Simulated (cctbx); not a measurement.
# Finding the light atoms

Cell a = 12.2210 Å, b = 7.0600 Å, c = 12.2010 Å, α = 90.00°, β = 100.71°, γ = 90.00°; space group C2/m (no. 12); content Co14 S32 Li18. The heavier atoms are placed; Li is still missing.

The data are simulated with cctbx, not measured: Cu Kα, λ = 1.54184 Å, to d = 0.83 Å, 50 % of the full sphere, strongest reflection 70000 counts, noise from counting, a 4 % proportional error and a noise floor of 4 counts (s.d.); no absorption.

Refinement without Li (map in e/Å³):

```text
Rint 0.032, 946 unique reflections to 0.83 A
cycle     R1     wR2    GooF  max shift (A)
   1  0.1752  0.4198   6.284   0.05278
   2  0.0737  0.1585   2.373   0.00021
final R1 0.0737 wR2 0.1585 GooF 2.373  parameters 27  data/parameter 35.0
atom        x        y        z      Ueq    occ   su(xyz)  su(Uiso or U11)
Co1    0.50000  0.74796  0.50000   0.0155  1.000  0.00019  0.0005
Co2    0.25000  0.75000  0.00000   0.0106  1.000  0.00000  0.0004
Co3    0.75150  0.00000  0.50190   0.0178  1.000  0.00011  0.0005
Co4    0.00000  0.00000  0.00000   0.0081  1.000  0.00000  0.0005
S1     0.56487  0.72834  0.89220   0.0151  1.000  0.00022  0.0004
S2     0.81239  0.00000  0.89658   0.0108  1.000  0.00017  0.0005
S3     0.56903  0.00000  0.38534   0.0126  1.000  0.00017  0.0005
S4     0.29866  0.00000  0.89639   0.0137  1.000  0.00018  0.0005
S5     0.07084  0.00000  0.38593   0.0189  1.000  0.00019  0.0005
S6     0.31937  0.75244  0.38142   0.0100  1.000  0.00018  0.0004
difference map: max 5.15 min -0.84 rms 0.48
Q1    0.1188  0.2570  0.2511    8    5.23  2.52 A from S3
Q2    0.0000  0.5000  0.0000    2    4.76  2.53 A from S1
Q3    0.1241  0.5000  0.7550    4    4.56  2.59 A from S6
Q4    0.1275  0.0000  0.7592    4    4.45  2.42 A from S4
Q5    0.2507  0.0000  0.4990    4    4.24  0.03 A from Co3
Q6    0.2500  0.2500  0.0000    4    4.17  0.00 A from Co2
Q7    0.0655  0.0000  0.3770    4    3.79  0.12 A from S5
Q8    0.0000  0.0000  0.0000    2    3.79  0.00 A from Co4
```

Simulated single-crystal data (cctbx): neutrons of λ = 1.17 Å, to d = 0.8 Å, 50 % of the full sphere, strongest reflection 5000 counts, noise from counting, a 4 % proportional error and a noise floor of 4 counts (s.d.); no absorption.

Refinement without Li (map in fm/Å³; only maxima are listed):

```text
Rint 0.044, 1065 unique reflections to 0.80 A
cycle     R1     wR2    GooF  max shift (A)
   1  0.3551  0.6460   7.505   0.09639
   4  0.2899  0.5316   6.176   0.00011
final R1 0.2899 wR2 0.5316 GooF 6.176  parameters 27  data/parameter 39.4
atom        x        y        z      Ueq    occ   su(xyz)  su(Uiso or U11)
Co1    0.50000  0.74980  0.50000   0.0012  1.000  0.00101  0.0015
Co2    0.25000  0.75000  0.00000   0.0001  1.000  0.00000  0.0015
Co3    0.75073  0.00000  0.50162   0.0049  1.000  0.00064  0.0016
Co4    0.00000  0.00000  0.00000   0.0001  1.000  0.00000  0.0019
S1     0.56577  0.72302  0.89648   0.0275  1.000  0.00100  0.0018
S2     0.81296  0.00000  0.90100   0.0220  1.000  0.00074  0.0021
S3     0.57076  0.00000  0.38913   0.0266  1.000  0.00084  0.0022
S4     0.29559  0.00000  0.89999   0.0228  1.000  0.00078  0.0021
S5     0.07223  0.00000  0.38921   0.0352  1.000  0.00100  0.0026
S6     0.32217  0.75278  0.38146   0.0246  1.000  0.00097  0.0017
difference map: max 2.21 min -5.02 rms 0.53
Q1    0.2050  0.0000  0.0907    4    2.23  0.26 A from S2
Q2    0.1958  0.2525  0.5826    8    2.11  0.53 A from S6
Q3    0.1937  0.5000  0.0897    4    2.11  0.16 A from S4
Q4    0.0587  0.2498  0.9090    8    1.91  0.27 A from S1
Q5    0.9980  0.5000  0.1091    4    1.74  2.10 A from S1
Q6    0.0710  0.0000  0.4106    4    1.66  0.26 A from S5
Q7    0.0900  0.2472  0.8260    8    1.63  0.98 A from S1
Q8    0.9980  0.0000  0.1082    4    1.58  1.32 A from Co4
```

**Question.** Where is Li, and which data fix it better?

Li sits at (1/2, 0, 0), (0.3807, 0.7575, 0.7490), (0.6227, 0, 0.7539) and (0.1254, 0, 0.7586). Adding it takes R1 from 0.074 to 0.032 with X-rays and from 0.290 to 0.042 with neutrons. Its largest coordinate s.u. is 0.00083 with X-rays and 0.00024 with neutrons, so neutrons fix it better in these data. In the X-ray map Q1, Q2, Q3 and Q4 mark it. No listed neutron peak is on it. Natural Li has a negative scattering length, so it shows as a hole in the neutron map (minimum -5.0), not among the maxima.

Final neutron refinement:

```text
Rint 0.044, 1065 unique reflections to 0.80 A
cycle     R1     wR2    GooF  max shift (A)
   1  0.1509  0.3676   4.294   0.05178
   2  0.0421  0.0987   1.153   0.00048
final R1 0.0421 wR2 0.0987 GooF 1.153  parameters 38  data/parameter 28.0
atom        x        y        z      Ueq    occ   su(xyz)  su(Uiso or U11)
Co1    0.50000  0.74830  0.50000   0.0190  1.000  0.00024  0.0003
Co2    0.25000  0.75000  0.00000   0.0135  1.000  0.00000  0.0003
Co3    0.75116  0.00000  0.50170   0.0206  1.000  0.00014  0.0004
Co4    0.00000  0.00000  0.00000   0.0113  1.000  0.00000  0.0004
S1     0.56487  0.72956  0.89131   0.0176  1.000  0.00015  0.0003
S2     0.81243  0.00000  0.89528   0.0134  1.000  0.00011  0.0003
S3     0.56882  0.00000  0.38489   0.0144  1.000  0.00011  0.0003
S4     0.29946  0.00000  0.89541   0.0169  1.000  0.00011  0.0003
S5     0.07013  0.00000  0.38536   0.0199  1.000  0.00012  0.0003
S6     0.31894  0.75228  0.38111   0.0119  1.000  0.00013  0.0002
Li1    0.50000  0.00000  0.00000   0.0387  1.000  0.00000  0.0009
Li2    0.38058  0.75705  0.74896   0.0226  1.000  0.00024  0.0004
Li3    0.62269  0.00000  0.75360   0.0286  1.000  0.00020  0.0006
Li4    0.12533  0.00000  0.75869   0.0330  1.000  0.00022  0.0006
difference map: max 0.36 min -0.29 rms 0.06
Q1    0.1508  0.2823  0.5915    8    0.38  0.50 A from S6
Q2    0.2119  0.2148  0.6489    8    0.38  0.54 A from S6
Q3    0.1505  0.2112  0.2761    8    0.26  0.55 A from Li2
Q4    0.2419  0.5000  0.0948    4    0.25  0.54 A from S4
Q5    0.0844  0.2909  0.8765    8    0.24  0.54 A from S1
Q6    0.0420  0.1771  0.9101    8    0.21  0.54 A from S1
```

This is a model crystal, built by substitution and not relaxed, with assumed displacement parameters.

[Middle refinement cycles are left out of these outputs.]

[Logs are printed without paths, hosts, clocks, repeated set-up lines and the standing remarks that a program may print on its own settings, such as how far it seeks lower states.]
